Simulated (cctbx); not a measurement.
# Absolute structure of Pt3Br8

Space group P4_32_12 (no. 96), a = 10.9380 Å, b = 10.9380 Å, c = 10.3400 Å, α = 90.00°, β = 90.00°, γ = 90.00°.

```
atom  mult.       x       y       z  Ueq (Å²)
 Pt1      4  0.8807  0.8807       0    0.0046
 Pt2      8  0.8740  0.3786  0.9916    0.0051
 Br1      8  0.1222  0.8989  0.5223    0.0058
 Br2      8  0.6129  0.3489  0.5123    0.0059
 Br3      8  0.6243  0.9059  0.5308    0.0057
 Br4      8  0.8688  0.6482  0.0103    0.0068
```

The model is made up (kin elements in a known structure type, no relaxation), so it says nothing on whether the phase exists.

Data sets are simulated with cctbx and refined with Bijvoet mates kept apart; Flack x is then fitted as the share of an inverted twin with the atoms fixed, Hooft y from the Bijvoet differences. The group has rotations alone, so the crystal has a hand.

Untwinned crystal. What Flack and Hooft values should come out?

| λ (Å) | extinction (unmodelled) | d min (Å) | top counts | error (%) | model | R1 | Flack x | s.u. | Hooft y | s.u. | pairs |
| --- | --- | --- | --- | --- | --- | --- | --- | --- | --- | --- | --- |
| 0.71073 | 0 | 0.77 | 20000 | 6 | as given | 0.0171 | -0.033 | 0.019 | -0.040 | 0.026 | 555 |
| 1.54184 | 0 | 0.83 | 5000 | 2 | as given | 0.0311 | 0.04 | 0.04 | 0.030 | 0.049 | 431 |

With Mo Kα, x is within 3 s.u. of 0, so the hand is right. With Cu Kα, x is within 3 s.u. of 0, so the hand is right.

A further crystal gives:

```
  λ (Å)  extinction (unmodelled)  d min (Å)  top counts  error (%)     model      R1  Flack x  s.u.  Hooft y   s.u.  pairs
0.56087                      0.1       0.77       20000          6  as given  0.0284     0.52  0.07    0.564  0.086    555
```

**Question.** What is it?

It was simulated as an inversion twin with a fraction 0.5 of the inverted domain. Flack x is over 3 s.u. from both 0 and 1 and reads that fraction.

[Logs are printed without paths, hosts, clocks, repeated set-up lines and the standing remarks that a program may print on its own settings, such as how far it seeks lower states.]
